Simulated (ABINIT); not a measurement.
# A GW chain in ABINIT: TaAgO3 (Pm-3m), part 3 of 3

Wanted: ground state, empty states, screening and self-energy for TaAgO3 (Pm-3m).

ABINIT 10.8.3; PBEsol and many-body steps on it, plane waves. Known limits of the many-body steps: not at the basis limit; d shell near the gap, gap tends to lie low; no spin-orbit coupling; coarse k mesh.

So far. Step 4 (Empty states on the mesh, 2×2×2 mesh, 55 bands): On this mesh the gap is 1.588 eV. Step 5 (Screening, 2×2×2 mesh, 51 bands, screening to 87.1 eV): Local fields lower ε∞ by 3 %. On a Γ-centred mesh this coarse the value itself is usually too large, while a short band sum pulls it down.

## Step 6: Self-energy, 2×2×2 mesh, 51 bands, screening to 87.1 eV

The self-energy is evaluated for the states that the input lists, and the levels follow from it, in one-shot runs by the linearised quasiparticle equation.

This step: G0W0 on PBEsol, plane waves, norm-conserving pseudopotentials.

The input, run.abi:

```
acell 3*1.0 Angstrom
rprim 
  3.999370000000 0.000000000000 0.000000000000
  0.000000000000 3.999370000000 0.000000000000
  0.000000000000 0.000000000000 3.999370000000
ntypat 3
znucl 73 47 8
natom 5
typat 1 2 3 3 3
xred 
  0.000000000000 0.000000000000 0.000000000000
  0.500000000000 0.500000000000 0.500000000000
  0.000000000000 0.000000000000 0.500000000000
  0.000000000000 0.500000000000 0.000000000000
  0.500000000000 0.000000000000 0.000000000000
pp_dirpath "pseudos"
pseudos "Ta.upf, Ag.upf, O.upf"
ecut 37
ngkpt 2 2 2
nshiftk 1
shiftk 0 0 0
kptopt 1
chksymbreak 0
istwfk *1
occopt 1
irdwfk 1
optdriver 4
nband 51
gwcalctyp 0
ecutsigx 37
symsigma 1
nkptgw 3
kptgw 
  0.5000000000 0.5000000000 0.0000000000
  0.0000000000 0.0000000000 0.0000000000
  0.5000000000 0.0000000000 0.0000000000
bdgw 
  23 27
  23 29
  24 28
ecuteps 3.2
irdscr 1
ppmodel 1
indata_prefix "in"
outdata_prefix "out"
tmpdata_prefix "tmp"
```

On the command line:

```console
> OMP_NUM_THREADS=1 mpirun -n 4 abinit run.abi > log
```

Numbers of over 12 decimals in the logs are rounded to 6 here.

The log of the run:

```text
.Version 10.8.3 of ABINIT. v10.8.2 released Aug 2026.

 Symmetries : space group Pm -3 m (#221); Bravais cP (primitive cubic)
[... echo of the input left out ...]
== DATASET  1 ==================================================================
-   mpi_nproc: 4, omp_nthreads: 1 (-1 if OMP is not activated)

--- !DatasetInfo
iteration_state: {dtset: 1, }
dimensions: {natom: 5, nkpt: 4, mband: 51, nsppol: 1, nspinor: 1, nspden: 1, mpw: 4697, }
cutoff_energies: {ecut:  37.0, pawecutdg:  -1.0, }
electrons: {nelect:   5.00000000E+01, charge:   0.00000000E+00, occopt:   1.00000000E+00, tsmear:   1.00000000E-02, }

 SIGMA: Calculation of the GW corrections

 Based on a program developped by R.W. Godby, V. Olevano, G. Onida, and L. Reining.
 Incorporated in ABINIT by V. Olevano, G.-M. Rignanese, and M. Torrent.
.Using double precision arithmetic ; gwpc =  8

[... cell and pseudopotentials left out ...]
--------------------------------------------------------------------------------

 ==== K-mesh for the wavefunctions ====
 Number of points in the irreducible wedge :     4
[... list of points left out ...]
 Together with 48 symmetry operations and time-reversal symmetry
 yields     8 points in the full Brillouin Zone.

 ==== Q-mesh for screening function ====
 Number of points in the irreducible wedge :     4
[... list of points left out ...]
 Together with 48 symmetry operations and time-reversal symmetry
 yields     8 points in the full Brillouin Zone.

 vcoul_init : cutoff-mode = AUXILIARY_FUNCTION
 q-points for optical limit:   1
     1)      0.000010    0.000020    0.000030
 setmesh: FFT mesh size selected  =    45x   45x   45
          total number of points  =        91125

 Number of electrons calculated from density =   50.0000; Expected =   50.0000
 average of density, n =  0.115824
 r_s =    1.2726
 omega_plasma =   32.8288 [eV]

 === KS Band Gaps ===
  >>>> For spin  1
   Minimum direct gap =   2.1713 [eV], located at k-point      :   0.5000  0.0000  0.0000
   Fundamental gap    =   1.5877 [eV], Top of valence bands at :   0.5000  0.5000  0.0000
                                       Bottom of conduction at :   0.0000  0.0000  0.0000
 SIGMA fundamental parameters:
 PLASMON POLE MODEL  1
 number of plane-waves for SigmaX                 4697
 number of plane-waves for SigmaC and W            123
 number of plane-waves for wavefunctions          4697
 number of bands                                    51
 number of independent spin polarizations            1
 number of spinorial components                      1
 number of k-points in IBZ                           4
 number of q-points in IBZ                           4
 number of symmetry operations                      48
 number of k-points in BZ                            8
 number of q-points in BZ                            8
 number of frequencies for dSigma/dE                 9
 frequency step for dSigma/dE [eV]                0.25
 number of omega for Sigma on real axis              0
 max omega for Sigma on real axis  [eV]           0.00
 zcut for avoiding poles [eV]                     0.10

 EPSILON^-1 parameters (SCR file):
 dimension of the eps^-1 matrix on file            123
 dimension of the eps^-1 matrix used               123
 number of plane-waves for wavefunctions          4697
 number of bands                                    51
 number of q-points in IBZ                           4
 number of frequencies                               2
 number of real frequencies                          1
 number of imag frequencies                          1

 matrix elements of self-energy operator (all in [eV])

 Perturbative Calculation

--- !SelfEnergy_ee
iteration_state: {dtset: 1, }
kpoint     : [   0.500,    0.500,    0.000, ]
spin       : 1
KS_gap     :    4.691
QP_gap     :    6.414
Delta_QP_KS:    1.723
data: !SigmaeeData |
     Band     E0 <VxcDFT>   SigX SigC(E0)      Z dSigC/dE  Sig(E)    E-E0       E
       23   5.502 -23.721 -29.563   5.554   0.787  -0.270 -23.948  -0.226   5.275
       24   5.502 -23.721 -29.563   5.554   0.787  -0.270 -23.948  -0.227   5.275
       25   6.058 -21.399 -26.342   5.407   0.771  -0.298 -21.041   0.358   6.416
       26  10.749 -17.780 -11.510  -3.643   0.792  -0.263 -15.699   2.081  12.830
       27  10.749 -17.780 -11.510  -3.643   0.792  -0.263 -15.699   2.081  12.830

--- !SelfEnergy_ee
iteration_state: {dtset: 1, }
kpoint     : [   0.000,    0.000,    0.000, ]
spin       : 1
KS_gap     :    2.709
QP_gap     :    3.556
Delta_QP_KS:    0.847
data: !SigmaeeData |
     Band     E0 <VxcDFT>   SigX SigC(E0)      Z dSigC/dE  Sig(E)    E-E0       E
       23   4.936 -20.181 -25.375   5.683   0.768  -0.301 -19.805   0.376   5.312
       24   4.936 -20.181 -25.375   5.683   0.768  -0.301 -19.805   0.376   5.312
       25   4.936 -20.181 -25.375   5.683   0.768  -0.301 -19.805   0.376   5.312
       26   7.645 -11.924  -6.856  -3.602   0.834  -0.199 -10.702   1.223   8.868
       27   8.214 -15.753  -9.914  -3.611   0.823  -0.215 -13.920   1.833  10.047
       28   8.214 -15.753  -9.914  -3.611   0.823  -0.215 -13.920   1.833  10.047
       29   8.214 -15.753  -9.914  -3.611   0.823  -0.215 -13.920   1.833  10.047

--- !SelfEnergy_ee
iteration_state: {dtset: 1, }
kpoint     : [   0.500,    0.000,    0.000, ]
spin       : 1
KS_gap     :    2.171
QP_gap     :    4.060
Delta_QP_KS:    1.889
data: !SigmaeeData |
     Band     E0 <VxcDFT>   SigX SigC(E0)      Z dSigC/dE  Sig(E)    E-E0       E
       24   5.887 -22.998 -28.577   5.587   0.780  -0.282 -22.992   0.005   5.892
       25   5.887 -22.998 -28.577   5.587   0.780  -0.282 -22.992   0.005   5.892
       26   8.058 -14.934  -8.814  -3.822   0.825  -0.213 -13.039   1.894   9.952
       27  10.688 -17.776 -11.640  -3.546   0.791  -0.264 -15.727   2.049  12.737
       28  10.688 -17.776 -11.640  -3.546   0.791  -0.264 -15.727   2.049  12.737

== END DATASET(S) ==============================================================
================================================================================

 -outvars: echo values of variables after computation  --------
           etotal      0.0000000000E+00
            nband          51
             nkpt           4
          spgroup         221
 [... the other variables as echoed above ...]

 Calculation completed.
```

The job ended after 5.6 s (4 MPI ranks of Arm Neoverse V1, shared host; peak memory 0.27 GiB; 22 s of CPU time).

This step gave:

| Quantity | Value |
| --- | --- |
| G0W0 gap on the points computed | 2.452 eV |
| starting gap on the mesh | 1.588 eV |
| k of the valence top | 0.5, 0.5, 0 |
| k of the conduction bottom | 0, 0, 0 |
| Z at the valence top | 0.771 |
| Z at the conduction bottom | 0.834 |
| least direct G0W0 gap on the computed points | 3.556 eV |

The gap on the mesh goes from 1.59 eV to 2.45 eV, a correction of +0.86 eV.

Limits: finite bands, cutoff and mesh; d shell near the gap, gap tends to lie low; no spin-orbit coupling; coarse k mesh. v1 is the top filled band, c1 the lowest empty one. The levels before and after the correction (eV, zero at the valence-band top of each column):

|  | conduction bottom | valence top |
| --- | --- | --- |
| Kohn-Sham | 1.59 | 0.00 |
| G0W0 | 2.45 | 0.00 |

|  | level | energy (eV) |
| --- | --- | --- |
| Kohn-Sham | (0.5 0.5 0) v3-v2 | -0.556 |
| Kohn-Sham | (0.5 0.5 0) v1 | 0.000 |
| Kohn-Sham | (0.5 0.5 0) c1-c2 | 4.692 |
| Kohn-Sham | Γ v3-v1 | -1.121 |
| Kohn-Sham | Γ c1 | 1.588 |
| Kohn-Sham | Γ c2-c4 | 2.157 |
| G0W0 | (0.5 0.5 0) v3-v2 | -1.141 |
| G0W0 | (0.5 0.5 0) v1 | 0.000 |
| G0W0 | (0.5 0.5 0) c1-c2 | 6.414 |
| G0W0 | Γ v3-v1 | -1.104 |
| G0W0 | Γ c1 | 2.452 |
| G0W0 | Γ c2-c4 | 3.631 |

## Step 7: Where the time went

Times are wall times on 4 MPI ranks of Arm Neoverse V1, shared host, good to a factor of about two.

| step | time | share | memory (GiB) |
| --- | --- | --- | --- |
| ground state | 46 s | 38 % | 0.35 |
| bands along the symmetry lines | 52 s | 43 % | 0.38 |
| empty states on the mesh | 10 s | 8 % | 0.28 |
| screening | 7.2 s | 6 % | 0.59 |
| self-energy | 5.6 s | 5 % | 0.27 |

## Step 8: What came out

| Item | Value |
| --- | --- |
| PBEsol gap | 1.59 eV, indirect |
| G0W0 gap on the mesh | 2.45 eV |
| GW settings | 2×2×2 mesh, 51 bands, screening to 87.1 eV, Godby-Needs plasmon pole |
| known limits | not at the basis limit; d shell near the gap, gap tends to lie low; no spin-orbit coupling; coarse k mesh |

G0W0 moves the gap on the mesh from 1.59 eV to 2.45 eV (+0.86 eV), with Z of 0.77 and 0.83 at the edges. Local fields lower the RPA ε∞ on this mesh from 11.89 to 11.49; a Γ-centred mesh this coarse tends to raise both, most where the direct gap is narrow, while a short band sum lowers them. Only 3 of the mesh's irreducible points were corrected, so a valley elsewhere could overtake. Bands and cutoff are finite, so the gap is not at the basis limit. The miss can reach some tenths of an eV and take either sign; the mesh is an error of its own. In the G0W0 run levels were corrected at 3 k points alone, so a gap called «on the mesh» is the least over those, and an edge elsewhere would be missed. The 2×2×2 mesh is coarse for this cell, which bears on the long-range parts of exchange and screening. This is the ideal cubic cell; many perovskites, halides above all, are cubic only on average, and local tilts or off-centring can widen the gap. A d shell, filled or nearly so, lies near the gap. One-shot GW converges very slowly in bands there, not always from below, and on a semilocal start the gap tends to come out low; starts rich in exact exchange can overshoot instead. The many-body steps are scalar-relativistic: spin-orbit coupling is not in them.

[Paths, hosts, dates, memory and timing lines, banners, echoed tables and standing remarks are left out of the program output.]

[Logs are printed without paths, hosts, clocks, repeated set-up lines and the standing remarks that a program may print on its own settings, such as how far it seeks lower states.]

[Runs of the session that timed out or met a known fault of the program may be left out.]

[Hosts, paths, dates, database ids (printed as entryN), source tags and the programs' standing remarks are cut or masked in the printed files.]

[G0W0 gaps are taken among the corrected bands and points alone; a level outside them can change the order at an edge.]

[Where Ansatz stands beside ABINIT at settings called matched, ABINIT's density can come from a denser mesh and the files from another edition; pairs whose starting gaps differed by over 0.03 eV were left out, so agreement reads better than it is.]
